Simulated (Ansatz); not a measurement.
## A bimetallic surface: Li on Ti(0001), three quarters in the top layer, both faces

Wanted: the photoemission signature of Li on Ti(0001), three quarters in the top layer, both faces.

Program: Ansatz 0.2.0. Level of theory: DFT, PBEsol, plane-wave PAW, default files, scalar-relativistic, in the first sound run; inputs show where later runs differ. Results are calculated unless marked as measured.

### Step 1. Set-up

The cell holds 5 atoms: 5 Ti. Its edges and angles: a = 2.940 Å, b = 2.940 Å, c = 23.300 Å, α = 90.0°, β = 90.0°, γ = 60.0°. It derives from Ti. Vacuum lies along c.

### Step 2. The clean face

The clean face is the reference for what the added atoms change.

File input.yaml:

```yaml
crystal:
  lattice:
    - [2.94, 0.0, 0.0]
    - [1.47, 2.5461146871, 0.0]
    - [0.0, 0.0, 23.3]
  atoms:
    - { symbol: Ti, position: [0.0, 0.0, 0.699570815] }
    - { symbol: Ti, position: [0.666666667, 0.666666667, 0.599785408] }
    - { symbol: Ti, position: [0.0, 0.0, 0.5] }
    - { symbol: Ti, position: [0.666666667, 0.666666667, 0.400214592] }
    - { symbol: Ti, position: [0.0, 0.0, 0.300429185] }
kpoints:
  mp_grid: { grid: [18, 18, 1] }
scf:
  occupations: { method: fermi_dirac, width: 0.05 }
  n_extra_bands: 12
hamiltonian:
  xc: pbesol
  pseudopotentials: { kind: paw }
output:
  forces: true
  write_potential: true
  volumetric_format: []
  dos:
    projected: true
    de: 0.05
    e_range: [-30, 12]
    method: { smearing: { sigma: 0.1, scheme: gaussian } }
relax:
  f_tol: 0.03
  max_steps: 50
  constraints: [{ sites: [2] }]
```

Launch:

```sh
> ansatz run input.yaml --threads 4 --pin off --max-ram 14336MiB --backend cpu --events-out ev --progress --plain --runs-dir out
```

Numbers of over 12 decimals in the logs are rounded to 6 here.

The program printed:

```text
scf.n_extra_bands = 12 over 30 filled bands (N_el = 60.0): the run solves 42 bands
Engine: ansatz 0.2.0, aarch64-unknown-linux-gnu
Pseudopotentials: kind: paw
Pseudopotential: Ti, paw, valence charge 12, recommended cutoff 420 eV (normal), Ti.paw.azcp
Functional definition: PBEsol
  exchange = pbesol_x
  correlation = pbesol_c
Crystal: 5 atoms, lattice volume = 174.414 Å³
Basis set: ecut = 420 eV, 3353 PW (Γ), exchange–correlation on 40×40×320 points (8 copies of the dense FFT grid, shifted against one another)
Bands: 42, of which v1, the nominal top of the filled ones, is band 30 counted from 1 (29 counted from 0)
Symmetry: 12 space group operations
Space group: P-6m2 (ITA 187), of the structure as read, at distance tolerance 5.6e-5 Å
k-points: 37 of 324 (time reversal used)
Non-local potential: Ti, projectors of the file, l = 0: 3, l = 1: 2, l = 2: 3, l = 3: 1
PAW form: soft (Blöchl's): semilocal exchange-correlation on the pseudo side does not see the compensation charge
PAW frozen core: Ti, regenerated for the run's functional, and the local potential with it (the file was generated under x = pbe(κ = 0.804, μ = 0.219515), c = pbe(β = 0.066725))
PAW one-centre angular grid: Ti, 590 points (default); XC on 64 Gauss nodes
Initial density: superposition of atomic densities (neutral atoms: chi_scale 0, normalization atom), corrected by the library's trained network
Initial wavefunctions: pseudopotential atomic-orbital guess
Functional: x = pbesol(κ = 0.804, μ = 0.123457), c = pbesol(β = 0.046)
SCF iter   1: F=—  HF=-12367.365842 eV  |F-HF|=—  |Δ(HF+E_count)|=         —  Δρ=1.16e-2  dr2=2.22e0  ethr=1.77e-3  ⟨swp⟩=8.2  Hψ=7222  notcnv=0
preconditioner: auto → LDOS  [metal: Δε(μ)=0.012 eV  Ē_g=2.833 eV  σ=0.050 eV  W_gap=0.06  n_scr=16 (ndim 8)  ℏωp=12.6 eV  f_vac=0.433  D(μ)=9.82/eV (n_scr^D=112)  β→1.0]
SCF iter   2: F=—  HF=-12367.328100 eV  |F-HF|=—  |Δ(HF+E_count)|=   3.77e-2  Δρ=4.47e-3  dr2=6.06e-2  ethr=1.77e-3  ⟨swp⟩=2.0  Hψ=2178  notcnv=0  defer=31
SCF iter   3: F=—  HF=-12367.322524 eV  |F-HF|=—  |Δ(HF+E_count)|=   5.58e-3  Δρ=1.27e-3  dr2=1.24e-2  ethr=1.01e-4  ⟨swp⟩=2.5  Hψ=2577  notcnv=0  defer=31
SCF iter   4: F=—  HF=-12367.322020 eV  |F-HF|=—  |Δ(HF+E_count)|=   5.04e-4  Δρ=2.80e-4  dr2=2.71e-4  ethr=2.07e-5  ⟨swp⟩=1.8  Hψ=1643  notcnv=0  defer=31
SCF iter   5: F=—  HF=-12367.322041 eV  |F-HF|=—  |Δ(HF+E_count)|=   2.07e-5  Δρ=1.97e-4  dr2=1.72e-4  ethr=4.52e-7  ⟨swp⟩=2.4  Hψ=2215  notcnv=0  defer=31
SCF iter   6: F=-12367.322037 eV  HF=-12367.322037 eV  |F-HF|=1.52e-7  |Δ(HF+E_count)|=   3.87e-6  Δρ=3.89e-5  dr2=6.91e-6  ethr=3.75e-8  ⟨swp⟩=13.8  Hψ=12620  notcnv=0
SCF 1 converged in 6 iterations: F = -12367.322037 eV  dr2 = 6.91e-6
  greatest PAW one-centre occupation: 0.999 electrons in one spin orbital (limit 2), on the Ti atom at site 2 (counted from 0), in its partial waves of l = 0
relax step   1: F+E_penalty+E_count = -12367.32203713 eV  Δ(F+E_penalty+E_count) = +0.000e0 eV  max|allowed force component| = 7.624e-1 eV/Å  Δτ_max = 0.0000 Å  (6 SCF iters, dr2 threshold 2.25e-5 eV, accepted)
Initial density: handed on by an earlier stage of this run
Initial wavefunctions: those handed on with the density
SCF iter   1: F=—  HF=-12367.807141 eV  |F-HF|=—  |Δ(HF+E_count)|=         —  Δρ=2.29e-2  dr2=4.49e0  ethr=3.10e-3  ⟨swp⟩=5.0  Hψ=4410  notcnv=0  defer=2
preconditioner: auto → LDOS  [metal: Δε(μ)=0.018 eV  Ē_g=2.980 eV  σ=0.050 eV  W_gap=0.09  n_scr=16 (ndim 8)  ℏωp=12.6 eV  f_vac=0.451  D(μ)=6.30/eV (n_scr^D=48)  β→1.0]
SCF iter   2: F=—  HF=-12367.610525 eV  |F-HF|=—  |Δ(HF+E_count)|=   1.97e-1  Δρ=1.40e-2  dr2=1.53e0  ethr=3.10e-3  ⟨swp⟩=2.8  Hψ=2638  notcnv=0  defer=27
SCF iter   3: F=—  HF=-12367.504163 eV  |F-HF|=—  |Δ(HF+E_count)|=   1.06e-1  Δρ=3.31e-3  dr2=6.04e-2  ethr=2.55e-3  ⟨swp⟩=2.0  Hψ=2170  notcnv=0  defer=28
SCF iter   4: F=—  HF=-12367.497939 eV  |F-HF|=—  |Δ(HF+E_count)|=   6.22e-3  Δρ=1.15e-3  dr2=3.27e-3  ethr=1.01e-4  ⟨swp⟩=2.1  Hψ=2561  notcnv=0  defer=28
SCF iter   5: F=—  HF=-12367.498310 eV  |F-HF|=—  |Δ(HF+E_count)|=   3.71e-4  Δρ=4.13e-4  dr2=4.30e-4  ethr=5.46e-6  ⟨swp⟩=2.2  Hψ=2167  notcnv=0  defer=28
SCF iter   6: F=—  HF=-12367.498315 eV  |F-HF|=—  |Δ(HF+E_count)|=   5.26e-6  Δρ=1.15e-4  dr2=1.08e-4  ethr=7.17e-7  ⟨swp⟩=2.1  Hψ=1954  notcnv=0  defer=28
SCF iter   7: F=-12367.498317 eV  HF=-12367.498327 eV  |F-HF|=1.00e-5  |Δ(HF+E_count)|=   1.18e-5  Δρ=7.67e-5  dr2=1.37e-5  ethr=6.05e-8  ⟨swp⟩=14.5  Hψ=12453  notcnv=0
SCF 2 converged in 7 iterations: F = -12367.498317 eV  dr2 = 1.37e-5
  Residual-converged pass: ⟨swp⟩=1.0  Hψ=1703  notcnv=0  max |occ|·‖R‖ = 7.1e-9 eV (tolerance 1.0e-8 eV)  dr2=1.37e-5  dr2_onsite=1.50e-6  max |Δocc| = 2.4e-11
relax step   2: F+E_penalty+E_count = -12367.49831708 eV  Δ(F+E_penalty+E_count) = -1.763e-1 eV  max|allowed force component| = 3.249e-1 eV/Å  Δτ_max = 0.1947 Å  (7 SCF iters, dr2 threshold 3.63e-5 eV, accepted)
SCF iter   1: F=—  HF=-12367.669129 eV  |F-HF|=—  |Δ(HF+E_count)|=         —  Δρ=2.08e-2  dr2=1.01e1  ethr=3.10e-3  ⟨swp⟩=4.8  Hψ=4071  notcnv=0  defer=8
preconditioner: auto → LDOS  [metal: Δε(μ)=0.006 eV  Ē_g=2.981 eV  σ=0.050 eV  W_gap=0.03  n_scr=16 (ndim 8)  ℏωp=12.6 eV  f_vac=0.456  D(μ)=8.52/eV (n_scr^D=100)  β→1.0]
SCF iter   2: F=—  HF=-12367.510442 eV  |F-HF|=—  |Δ(HF+E_count)|=   1.59e-1  Δρ=5.21e-3  dr2=6.74e-2  ethr=3.10e-3  ⟨swp⟩=1.2  Hψ=1870  notcnv=0  defer=5
SCF iter   3: F=—  HF=-12367.509163 eV  |F-HF|=—  |Δ(HF+E_count)|=   1.28e-3  Δρ=3.34e-3  dr2=4.74e-2  ethr=1.12e-4  ⟨swp⟩=2.6  Hψ=2554  notcnv=0  defer=30
SCF iter   4: F=—  HF=-12367.506186 eV  |F-HF|=—  |Δ(HF+E_count)|=   2.98e-3  Δρ=6.44e-4  dr2=3.04e-3  ethr=7.89e-5  ⟨swp⟩=2.0  Hψ=2042  notcnv=0  defer=30
SCF iter   5: F=—  HF=-12367.506069 eV  |F-HF|=—  |Δ(HF+E_count)|=   1.17e-4  Δρ=2.36e-4  dr2=4.74e-4  ethr=5.06e-6  ⟨swp⟩=1.9  Hψ=1789  notcnv=0  defer=29
SCF iter   6: F=—  HF=-12367.506062 eV  |F-HF|=—  |Δ(HF+E_count)|=   7.47e-6  Δρ=6.76e-5  dr2=2.58e-5  ethr=7.90e-7  ⟨swp⟩=1.9  Hψ=1780  notcnv=0  defer=29
SCF iter   7: F=-12367.506061 eV  HF=-12367.506063 eV  |F-HF|=1.58e-6  |Δ(HF+E_count)|=   1.38e-6  Δρ=2.37e-5  dr2=2.10e-6  ethr=1.10e-8  ⟨swp⟩=14.6  Hψ=13796  notcnv=0
SCF 3 converged in 7 iterations: F = -12367.506061 eV  dr2 = 2.10e-6
  Residual-converged pass: ⟨swp⟩=1.1  Hψ=1706  notcnv=0  max |occ|·‖R‖ = 7.1e-9 eV (tolerance 1.0e-8 eV)  dr2=2.10e-6  dr2_onsite=1.17e-7  max |Δocc| = 1.7e-11
relax step   3: F+E_penalty+E_count = -12367.50606131 eV  Δ(F+E_penalty+E_count) = -7.744e-3 eV  max|allowed force component| = 1.528e-1 eV/Å  Δτ_max = 0.0970 Å  (7 SCF iters, dr2 threshold 6.60e-6 eV, accepted)
[...]
relax step   4: F+E_penalty+E_count = -12367.51224236 eV  Δ(F+E_penalty+E_count) = -6.181e-3 eV  max|allowed force component| = 1.545e-2 eV/Å  Δτ_max = 0.0403 Å  (6 SCF iters, dr2 threshold 4.24e-6 eV, accepted)
iter 1 solved again at ethr=5.20e-9 eV; its pass at ethr=3.10e-3 eV (dr2=3.12e-6 eV) is discarded
SCF iter   1: F=—  HF=-12367.512231 eV  |F-HF|=—  |Δ(HF+E_count)|=         —  Δρ=2.92e-5  dr2=3.12e-6  ethr=5.20e-9  ⟨swp⟩=1.0  Hψ=3996  notcnv=0
preconditioner: auto → LDOS  [metal: Δε(μ)=0.020 eV  Ē_g=2.938 eV  σ=0.050 eV  W_gap=0.10  n_scr=16 (ndim 8)  ℏωp=12.6 eV  f_vac=0.447  D(μ)=6.58/eV (n_scr^D=60)  β→1.0]
SCF iter   2: F=—  HF=-12367.512244 eV  |F-HF|=—  |Δ(HF+E_count)|=   1.31e-5  Δρ=2.44e-5  dr2=2.99e-6  ethr=5.19e-9  ⟨swp⟩=2.1  Hψ=2389  notcnv=0
SCF iter   3: F=—  HF=-12367.512244 eV  |F-HF|=—  |Δ(HF+E_count)|=   2.69e-7  Δρ=7.62e-6  dr2=3.06e-7  ethr=4.98e-9  ⟨swp⟩=2.4  Hψ=2131  notcnv=0
SCF iter   4: F=-12367.512244 eV  HF=-12367.512244 eV  |F-HF|=5.95e-8  |Δ(HF+E_count)|=   2.87e-8  Δρ=4.64e-6  dr2=7.11e-8  ethr=1.67e-10  ⟨swp⟩=11.0  Hψ=9918  notcnv=0
SCF 5 converged in 4 iterations: F = -12367.512244 eV  dr2 = 7.11e-8
relax step   5: F+E_penalty+E_count = -12367.51224371 eV  Δ(F+E_penalty+E_count) = -1.356e-6 eV  max|allowed force component| = 1.576e-2 eV/Å  Δτ_max = 0.0000 Å  (4 SCF iters, accepted)
NSCF: frozen V_eff on 37 k-points
the band table was solved once a step of the walk had ended and its energy, with any forces and stress, was formed, with the checks that follow a solve (8209 applications of the Hamiltonian). They found nothing against the state; the energy, forces and stress were not computed again (output.eigenvalues in the input reference)
WARN: The output density's exchange-correlation potential varies sharply where the density is thin. Do not read a vacuum level from v_tot or v_xc, or from such a field of the output density. On a cell that repeats whose density bears no net charge and no dipole along the vacuum's axis use v_es (v_loc + v_h of the components); under efield.dipole_correction with no amplitude use v_es + v_field, which holds any externa [...]
SCF converged after 4 iterations
Free energy (F): -12367.512244 eV
Harris-Foulkes:  -12367.512244 eV  (|F-HF|=5.95e-8)
Internal energy: -12367.456699 eV  (E = F + TS)
E sigma→0 (E₀):  -12367.484471 eV
Entropy (-TS):   -0.055545 eV (-11.109 meV/atom)
Fermi energy:    4.454656 eV
--- Per-component energies (eV) ---
  E_band       = -1313.385633
  E_kinetic    = 1361.996950
  E_local      = -50834.739957  (includes V_loc(G=0)·N_el)
  E_nonlocal   = 49.193046
  E_hartree    = 24784.827000
  E_xc         = -481.755787
  E_vxc        = -605.204267  (∫ρ·V_xc dr)
  E_paw        = -5113.509354  (= ΣΔE_a)
  E_vpaw       = -854.305991  (= ΣTr[D̂ρ^β])
  E_aug_tail   = 0.000546  (compensation charges beyond the density's cutoff)
  E_ewald      = 17865.833936
  E_core_change = 0.696922  (= ΣΔE_core)
  E_smearing   = -0.055545  (= −TS)
  E_closure    = 0.000000  (closes the sum)
  Σ components = -12367.512244   (vs F -12367.512244, Δ=0.00e0)
--- Forces (eV/Å), atoms counted from 1 ---
  atom   1  Ti    -0.00000000     0.00000000    -0.00904291
  atom   2  Ti     0.00000000     0.00000000     0.01576035
  atom   3  Ti     0.00000000    -0.00000000     0.00000000
  atom   4  Ti     0.00000000     0.00000000    -0.01576035
  atom   5  Ti    -0.00000000     0.00000000     0.00904291
  max |Σ_I F_I| component: 1.48e-16 eV/Å
--- Band table (eV; the first three rows and the last of 37) ---
  k-point 0: bands = [... 26 lower, 4.3560, 5.0078, 5.0088, 5.0088, 5.0253, 5.0491, 5.0491, 5.1257, ... 8 higher]
  k-point 1: bands = [... 26 lower, 4.3483, 4.8041, 4.8762, 5.0163, 5.0247, 5.0594, 5.0864, 5.1872, ... 8 higher]
  k-point 2: bands = [... 26 lower, 4.3019, 4.5068, 4.6173, 4.8671, 4.9543, 5.1088, 5.1890, 5.2003, ... 8 higher]
  k-point 36: bands = [... 26 lower, 3.1964, 3.5805, 3.7431, 4.3029, 4.4842, 4.5680, 4.5727, 4.5863, ... 8 higher]
--- Relaxed structure (5 steps of the walk, 5 accepted, 0 SCFs on fresh bases) ---
  F+E_penalty+E_count = -12367.51224371 eV   max|allowed force component| = 1.576e-2 eV/Å
  atoms:
    - { symbol: Ti, position: [0, 0, 0.690187] }
    - { symbol: Ti, position: [0.666667, 0.666667, 0.599459] }
    - { symbol: Ti, position: [0.0, 0.0, 0.500000] }
    - { symbol: Ti, position: [0.666667, 0.666667, 0.400541] }
    - { symbol: Ti, position: [0, 0, 0.309813] }
```

Elapsed: 52 s, on 4 threads of Arm Neoverse V1, shared host; peak memory 0.63 GiB; 3 min of CPU time.

The steps of the relaxation:

```
step  energy less that of the first step (eV)  largest force component (eV/Å)
   1                                   0.0000                          0.7624
   2                                  -0.1763                          0.3249
   3                                  -0.1840                          0.1528
   4                                  -0.1902                          0.0155
   5                                  -0.1902                          0.0158
```

The run keeps the 12 symmetry operations that it works with, so distortions that break them were not tested.

The atoms that moved most (Å):

```
atom     dx     dy      dz  length
 Ti1  0.000  0.000  -0.219   0.219
 Ti5  0.000  0.000   0.219   0.219
 Ti2  0.000  0.000  -0.008   0.008
 Ti4  0.000  0.000   0.008   0.008
```

The relaxed structure:

```xyz
5
Lattice="2.9400 0.0000 0.0000 1.4700 2.5461 0.0000 0.0000 0.0000 23.3000" Properties=species:S:1:pos:R:3
Ti    0.0000    0.0000   16.0813
Ti    2.9400    1.6974   13.9674
Ti    0.0000    0.0000   11.6500
Ti    2.9400    1.6974    9.3326
Ti    0.0000    0.0000    7.2187
```

Numbers from this step:

* free energy: -12367.5122 eV
* energy at zero smearing: -12367.4845 eV
* smearing term TS: 0.05555 eV
* Fermi energy: 4.455 eV
* symmetry operations: 12
* zero of energy: Fermi level
* share of occupied states in no projected shell: 0.0304 of the occupied states in the window
* DOS at the Fermi level: 6.559 states/eV/cell
* work function, upper face: 4.504 eV
* work function, lower face: 4.504 eV

The DOS has structure finer than the step of the table below, so its rows give means over 0.5 eV, whole bins alone (the curve runs from -7.62 to 1.27 eV). Peaks (eV: height): total -1.82: 7.17, -1.12: 9.64, 0.97: 16.5; Ti 3d -1.82: 6.03, -1.12: 8.51, 0.97: 15.2; Ti 4s -3.83: 1.18, -3.33: 1.59, -2.83: 1.92, -2.52: 1.65; Ti 4p* -1.12: 0.479, 0.28: 0.751, 1.07: 0.856.

* holds the states left over by the projection beside any projected weight of its own. DOS against E, zero at the Fermi level; means over each step; values in states/eV/cell:

```
E (eV)   total    Ti 3d   Ti 4s   Ti 4p*
  -6.5       0        0       0        0
  -6.0  0.0977   1.6e-4  0.0966   9.8e-4
  -5.5   0.300  0.00192   0.293  0.00482
  -5.0   0.541   0.0111   0.518   0.0124
  -4.5   0.653   0.0300   0.605   0.0186
  -4.0   0.970   0.0955   0.845   0.0298
  -3.5    1.24    0.222   0.981   0.0397
  -3.0    2.08    0.746    1.27   0.0587
  -2.5    4.24     2.67    1.46   0.0974
  -2.0    6.42     5.12    1.12    0.173
  -1.5    4.93     4.40   0.351    0.177
  -1.0    8.11     7.15   0.555    0.412
  -0.5    7.03     6.15   0.544    0.339
   0.0    7.49     6.43   0.537    0.523
   0.5    10.5     9.44   0.394    0.621
   1.0    12.6     11.4   0.492    0.695
```

This run's widths, added to any smearing of the DOS itself: Gaussian 0.2 eV, Lorentzian 0.05 eV plus 0.05 an eV of depth. Intensity against binding energy, zero at the Fermi level; values in % of the maximum within 13 eV:

```
binding energy (eV)  21.2 eV  40.8 eV  150 eV  1486.7 eV  9251.7 eV
               -1.0    0.868    0.859   0.868       1.14      0.829
               -0.5     1.88     1.88    1.88       2.27       1.46
                0.0     43.4     45.7    44.3       46.7       24.3
                0.5     85.8     84.5    85.3       87.8       40.4
                1.0     99.4     99.0    99.3       99.8       43.8
                1.5     59.4     56.4    58.2       61.8       29.7
                2.0     68.4     65.1    67.4       98.9       79.9
                2.5     37.8     34.9    37.2       88.7       99.6
                3.0     12.9     11.9    13.0       59.6       81.8
                3.5     5.25     4.74    5.44       42.9       63.7
                4.0     2.97     2.63    3.18       36.1       55.3
                4.5     1.65     1.40    1.80       26.5       41.4
                5.0     1.10    0.908    1.23       21.6       34.0
                5.5    0.640    0.518   0.707       12.5       19.8
                6.0    0.361    0.305   0.387       5.43       8.49
                6.5    0.210    0.191   0.216       1.53       2.26
                7.0    0.159    0.148   0.162      0.855       1.21
                7.5    0.128    0.120   0.129      0.584      0.802
```

Maxima picked by a test of local sharpness, so broad peaks and shoulders can be missing; peaks within 0.45 eV of a curve's cut are left out. Valence peaks, by row:

```
photon energy (eV)  binding energy (eV)  height (% of the maximum within 13 eV)  main shell  its share (%)
              21.2                 1.85                                   73.28       Ti 3d          98.44
              21.2                 1.05                                     100       Ti 3d          99.15
              21.2                  0.3                                    87.2       Ti 3d          98.97
              40.8                 1.85                                    68.9       Ti 3d          98.83
              40.8                 1.05                                     100       Ti 3d          99.49
              40.8                  0.3                                   91.11       Ti 3d          99.33
               150                 1.85                                   71.77       Ti 3d          97.95
               150                 1.05                                     100       Ti 3d          98.93
               150                  0.3                                   88.77       Ti 3d          98.68
              1487                 3.75                                   42.18       Ti 4s           94.2
              1487                 3.25                                    55.5       Ti 4s          89.81
              1487                 2.05                                   99.58       Ti 4s          51.23
              1487                    1                                     100       Ti 3d          71.43
              1487                 0.25                                   91.54       Ti 3d          66.56
              9252                  3.8                                    64.1       Ti 4s          99.77
              9252                 3.25                                   80.38       Ti 4s          99.63
              9252                 2.75                                   98.99       Ti 4s          99.23
              9252                 2.45                                     100       Ti 4s          98.72
              9252                  0.9                                   44.43       Ti 4s          92.28
              9252                 0.25                                   47.04       Ti 4s          93.69
```

The planar mean, electrostatic potential oscillates, so the rows of the table below give means over windows of 2.18 Å about each position, cut where the curve ends. Its maxima inside the range that stand out by 2 % of the span (Å: eV): 8.3: -1.65, 10.5: -0.501, 12.8: -0.501, 15.0: -1.65. Its minima: 7.1: -12.7, 9.3: -12.6, 11.7: -12.5, 14.0: -12.6, 16.2: -12.7.

From the Fermi level. The planar mean, electrostatic potential by z; means over each step:

```
z (Å)  planar mean, electrostatic potential (eV)
 1.09                                       4.50
 3.27                                       4.49
 5.45                                       2.22
 7.63                                      -7.63
 9.81                                      -6.85
11.99                                      -6.97
14.17                                      -7.35
16.35                                      -6.99
18.53                                       3.95
20.71                                       4.50
22.89                                       4.50
```

The spectra weight each projected shell by its atomic cross section (Dirac–Hartree–Slater) and angular factor, for linear light with the analyser at 10° from the polarisation. Broadening, on top of any smearing of the DOS itself: a Gaussian of 0.2 eV and a Lorentzian of 0.05 eV plus 0.05 times the binding energy (full widths), Fermi edge at 77 K. Each atom is damped by exp[−depth/(λ cos θ)], θ = 45° from the normal, λ from the universal curve. Curves are cut 10 eV under the photon energy, above any shell that the free atom's threshold puts out of reach, or at the lower edge of the window: 7.7 eV at 21.2 eV, 7.7 eV at 40.8 eV, 7.7 eV at 150 eV, 7.7 eV at 1486.7 eV and 7.7 eV at 9251.7 eV. Dipole terms alone, which is rough above 3 keV; no background, satellites or final-state effects.

How the area divides among the shells (%):

```
 shell  21.2 eV  40.8 eV  150 eV  1486.7 eV  9251.7 eV
 Ti 4s      2.4      1.8     3.1       55.3       97.8
Ti 4p*      0.2      0.0     0.2        1.8        0.5
 Ti 3d     97.4     98.2    96.7       42.9        1.8
```

Cross sections used, in Mb an electron:

```
 shell  21.2 eV  40.8 eV  150 eV  1486.7 eV  9251.7 eV
 Ti 4s    0.081    0.061   0.013     2.3e-4     3.3e-6
Ti 4p*    0.049    0.013  0.0061     5.3e-5     1.7e-7
 Ti 3d      2.5      2.0    0.16     9.2e-5     4.2e-8
```

At the Fermi level the DOS is 6.56 states/eV a cell, and on the broadened curves Ti 3d holds 85 % of the total there.

(Part 1 of 5 ends here.)

[Logs are printed without paths, hosts, clocks, repeated set-up lines and the standing remarks that a program may print on its own settings, such as how far it seeks lower states.]

[Hosts, paths, dates, database ids (printed as entryN), source tags and the programs' standing remarks are cut or masked in the printed files.]

[Maps of the electrostatic potential energy from Ansatz leave out the sawtooth potential of an applied field or a dipole correction, so their vacuum need not be flat; work functions include it.]
